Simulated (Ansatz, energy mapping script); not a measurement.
# VSe2 monolayer: energy mapping under r²SCAN+U (2.08 eV), part 2 of 2

Wanted: the magnetic order of VSe2 monolayer, its couplings and an estimate of its ordering temperature, by r²SCAN+U (2.08 eV).

r²SCAN with U = 2.08 eV on V d, ortho-atomic projectors; plane waves, U on orthogonalised atomic orbitals unless named otherwise, collinear spin, no spin–orbit coupling.

So far. Step 7 (Order 4: uncompensated ++−, cell B of 9 atoms): The run ends ferrimagnetic, 26.11 meV a magnetic atom above the parallel order of its cell (energies taken at zero occupation width, not the printed F). Step 8 (Parallel start in cell C (9 atoms)): The run ends ferromagnetic. For each magnetic atom its energy differs from the parallel run of the first cell by -2.80 meV, an error that one common reference would have brought in.

**10. Run 7 (parallel; cell D, 12 atoms)**

A new cell needs its own zero of energy.

Contents of input.yaml:

```yaml
crystal:
  lattice:
    - [-1.0e-09, 5.81103023, 0.0]
    - [-6.709999736, 11.62206046, 0.0]
    - [0.0, 0.0, 18.067]
  atoms:
    - { symbol: V, position: [0.0, 0.0, 0.5], spin: 2.0 }
    - { symbol: V, position: [0.0, 0.25, 0.5], spin: 2.0 }
    - { symbol: V, position: [0.0, 0.5, 0.5], spin: 2.0 }
    - { symbol: V, position: [0.0, 0.75, 0.5], spin: 2.0 }
    - { symbol: Se, position: [0.666666667, 0.75, 0.584879] }
    - { symbol: Se, position: [0.666666667, 0.0, 0.584879] }
    - { symbol: Se, position: [0.666666667, 0.25, 0.584879] }
    - { symbol: Se, position: [0.666666667, 0.5, 0.584879] }
    - { symbol: Se, position: [0.333333333, 0.0, 0.415121] }
    - { symbol: Se, position: [0.333333333, 0.25, 0.415121] }
    - { symbol: Se, position: [0.333333333, 0.5, 0.415121] }
    - { symbol: Se, position: [0.333333333, 0.75, 0.415121] }
magnetization:
  spin_polarized: true
kpoints:
  mp_grid: { grid: [12, 6, 1] }
hamiltonian:
  xc: r2scan
  hubbard:
    sites:
      - { species: V, l: d, u_eff: 2.08 }
      - { site: 0, l: d, u_eff: 2.08, starting_ns: [{ spin: up, occupation_matrix: v1_major }, { spin: down, occupation_matrix: v1_minor }] }
      - { site: 1, l: d, u_eff: 2.08, starting_ns: [{ spin: up, occupation_matrix: v1_major }, { spin: down, occupation_matrix: v1_minor }] }
      - { site: 2, l: d, u_eff: 2.08, starting_ns: [{ spin: up, occupation_matrix: v1_major }, { spin: down, occupation_matrix: v1_minor }] }
      - { site: 3, l: d, u_eff: 2.08, starting_ns: [{ spin: up, occupation_matrix: v1_major }, { spin: down, occupation_matrix: v1_minor }] }
    projectors: ortho-atomic
    occupation_matrices:
      v1_major:
        matrix:
          - [0.244, 0.003, 0.002, 0.021, 0.037]
          - [0.003, 0.648, 0.013, 0.039, 0.186]
          - [0.002, 0.013, 0.633, 0.141, 0.039]
          - [0.021, 0.039, 0.141, 0.519, 0.152]
          - [0.037, 0.186, 0.039, 0.152, 0.695]
      v1_minor:
        matrix:
          - [0.102, -0.001, 0.0, -0.001, -0.001]
          - [-0.001, 0.27, 0.002, -0.002, -0.115]
          - [0.0, 0.002, 0.268, -0.112, -0.002]
          - [-0.001, -0.002, -0.112, 0.172, -0.006]
          - [-0.001, -0.115, -0.002, -0.006, 0.165]
scf:
  occupations: { method: fermi_dirac, width: 0.04 }
output:
  eigenvalues: true
```

On the command line:

```console
$ ansatz run input.yaml --threads 4 --pin off --max-ram 8192MiB --backend cpu --events-out ev --progress --plain --runs-dir out
```

Wall time 8 min (4 threads of Arm Neoverse V2, shared host); peak memory 7.2 GiB.

The run ends ferromagnetic. For each magnetic atom its energy differs from the parallel run of the first cell by -1.85 meV, an error that one common reference would have brought in.

**11. Compensated ++−− start in cell D (12 atoms)**

This order reverses 4 of the 6 neighbours at 3.35 Å and 2 of the 6 neighbours at 5.81 Å, counted for an average magnetic atom.

input.yaml, as its differences from that of step 10:

```diff
@@ -8,4 +8,4 @@
     - { symbol: V, position: [0.0, 0.25, 0.5], spin: 2.0 }
-    - { symbol: V, position: [0.0, 0.5, 0.5], spin: 2.0 }
-    - { symbol: V, position: [0.0, 0.75, 0.5], spin: 2.0 }
+    - { symbol: V, position: [0.0, 0.5, 0.5], spin: -2.0 }
+    - { symbol: V, position: [0.0, 0.75, 0.5], spin: -2.0 }
     - { symbol: Se, position: [0.666666667, 0.75, 0.584879] }
@@ -29,4 +29,4 @@
       - { site: 1, l: d, u_eff: 2.08, starting_ns: [{ spin: up, occupation_matrix: v1_major }, { spin: down, occupation_matrix: v1_minor }] }
-      - { site: 2, l: d, u_eff: 2.08, starting_ns: [{ spin: up, occupation_matrix: v1_major }, { spin: down, occupation_matrix: v1_minor }] }
-      - { site: 3, l: d, u_eff: 2.08, starting_ns: [{ spin: up, occupation_matrix: v1_major }, { spin: down, occupation_matrix: v1_minor }] }
+      - { site: 2, l: d, u_eff: 2.08, starting_ns: [{ spin: up, occupation_matrix: v1_minor }, { spin: down, occupation_matrix: v1_major }] }
+      - { site: 3, l: d, u_eff: 2.08, starting_ns: [{ spin: up, occupation_matrix: v1_minor }, { spin: down, occupation_matrix: v1_major }] }
     projectors: ortho-atomic
```

The job ended after 6.6 min (4 threads; peak memory 7 GiB; 26 min of CPU time).

The run ends antiferromagnetic, 17.89 meV a magnetic atom above the parallel order of its cell (energies taken at zero occupation width, not the printed F).

**12. Uncompensated +++− start in cell D (12 atoms)**

input.yaml, as its differences from that of step 11:

```diff
@@ -8,3 +8,3 @@
     - { symbol: V, position: [0.0, 0.25, 0.5], spin: 2.0 }
-    - { symbol: V, position: [0.0, 0.5, 0.5], spin: -2.0 }
+    - { symbol: V, position: [0.0, 0.5, 0.5], spin: 2.0 }
     - { symbol: V, position: [0.0, 0.75, 0.5], spin: -2.0 }
@@ -29,3 +29,3 @@
       - { site: 1, l: d, u_eff: 2.08, starting_ns: [{ spin: up, occupation_matrix: v1_major }, { spin: down, occupation_matrix: v1_minor }] }
-      - { site: 2, l: d, u_eff: 2.08, starting_ns: [{ spin: up, occupation_matrix: v1_minor }, { spin: down, occupation_matrix: v1_major }] }
+      - { site: 2, l: d, u_eff: 2.08, starting_ns: [{ spin: up, occupation_matrix: v1_major }, { spin: down, occupation_matrix: v1_minor }] }
       - { site: 3, l: d, u_eff: 2.08, starting_ns: [{ spin: up, occupation_matrix: v1_minor }, { spin: down, occupation_matrix: v1_major }] }
```

Elapsed: 7.6 min, on 4 threads; peak memory 7 GiB.

The run was stopped unfinished when the time set aside for it ran out, so what it printed is not taken as a result.

**13. The fit**

Each energy difference is a sum of couplings weighted by the pairs that the order reverses. A few near shells are fitted to the differences by least squares. Energies are those extrapolated to zero occupation width, not the free energies F.

The orders side by side; each is measured from the parallel order in the same cell and on the same mesh:

```csv
order,atoms,energy (meV a magnetic atom),moments (μB),moments kept as typed,"opposed neighbours at 3.35, 5.81 Å"
parallel in cell A,6,0.00,1.48,yes,"0, 0"
compensated +− in cell A,6,-6.59,1.47,yes,"4, 4"
parallel in cell B,9,0.00,1.48,yes,"0, 0"
uncompensated ++− in cell B,9,26.11,1.41 to 1.47,yes,"2.67, 4"
parallel in cell C,9,0.00,1.48,yes,"0, 0"
parallel in cell D,12,0.00,1.48,yes,"0, 0"
compensated ++−− in cell D,12,17.89,1.46,yes,"4, 2"
```

Fitted to E = −Σ J e·e over ordered pairs of unit vectors (J > 0 favours parallel moments):

```
pair  distance (Å)  neighbours  J (meV)
 V–V          3.35           6    0.452
 V–V          5.81           6     1.15
```

Adding the shell at 6.71 Å gives -3.5, 2.7 and 4.4 meV, an exact solve that tests nothing.

Limits of this fit: it misses the energies by up to 19 meV, so no temperature is drawn; it ranks the two lowest orders otherwise than their energies do; one more shell would shift couplings by over a fifth of the largest; one more shell turns the sign of the coupling at 3.35 Å; the parallel runs differ by 2.8 meV between cells, so mesh or basis is not converged; 2 of the orders did not finish or lost their signs.

**14. What came out**

```
lowest order tried                  : compensated +− in cell A
largest fitted value, V–V at 5.81 Å : 1.15 meV
```

In words: Of the orders tried, VSe2 monolayer prefers the order “compensated +− in cell A” under r²SCAN+U (2.08 eV), with 4 of 6 neighbours at 3.35 Å and 4 of 6 neighbours at 5.81 Å opposed. The largest fitted coupling is the V–V pair at 5.81 Å, ferromagnetic at 1.1 meV. It also takes up the part of reversed shells that are not fitted, so neither its size nor its rank as a single path is established. The orders also reverse pairs at 6.71 Å, which are not fitted, so the fitted values hold their part too. With 3 differences for 2 couplings the fit misses by 19 meV at most, which is not small: farther shells, terms beyond the Heisenberg form or the mesh can cause that. Taking in the shell at 6.71 Å as well gives -3.5, 2.7 and 4.4 meV. That shift shows how loosely these orders fix the split between shells; the shorter fit, which has an equation to spare, is the one used. In the fitted orders moments change by up to 5.0 % against the parallel run of the same cell, so the mapping is rough. Every order is gapless on its mesh at this level. In a metal exchange reaches farther, and a short model of fixed moments is less apt; where the compound is in fact an insulator, these couplings come from a wrongly metallic state. The fit is in doubt: the parallel runs differ by 2.8 meV between cells, so mesh or basis is not converged. The couplings are then rough, the small ones most of all. The program narrowed the symmetry for the carried occupation matrices. Where that marks an ordered orbital filling, bonds of one length need not share one coupling; each fitted J is a mean over the bonds that the orders reverse.

[Logs and program files are shortened in this print: banners, set-up blocks, solver, clock and traceback lines can be left out without a mark of their own.]

[Logs are printed without paths, hosts, clocks, repeated set-up lines and the standing remarks that a program may print on its own settings, such as how far it seeks lower states.]

[Hosts, paths, dates, database ids (printed as entryN), source tags and the programs' standing remarks are cut or masked in the printed files.]

[Where a cell is said to come from a database of computed structures, the database is the Materials Project.]
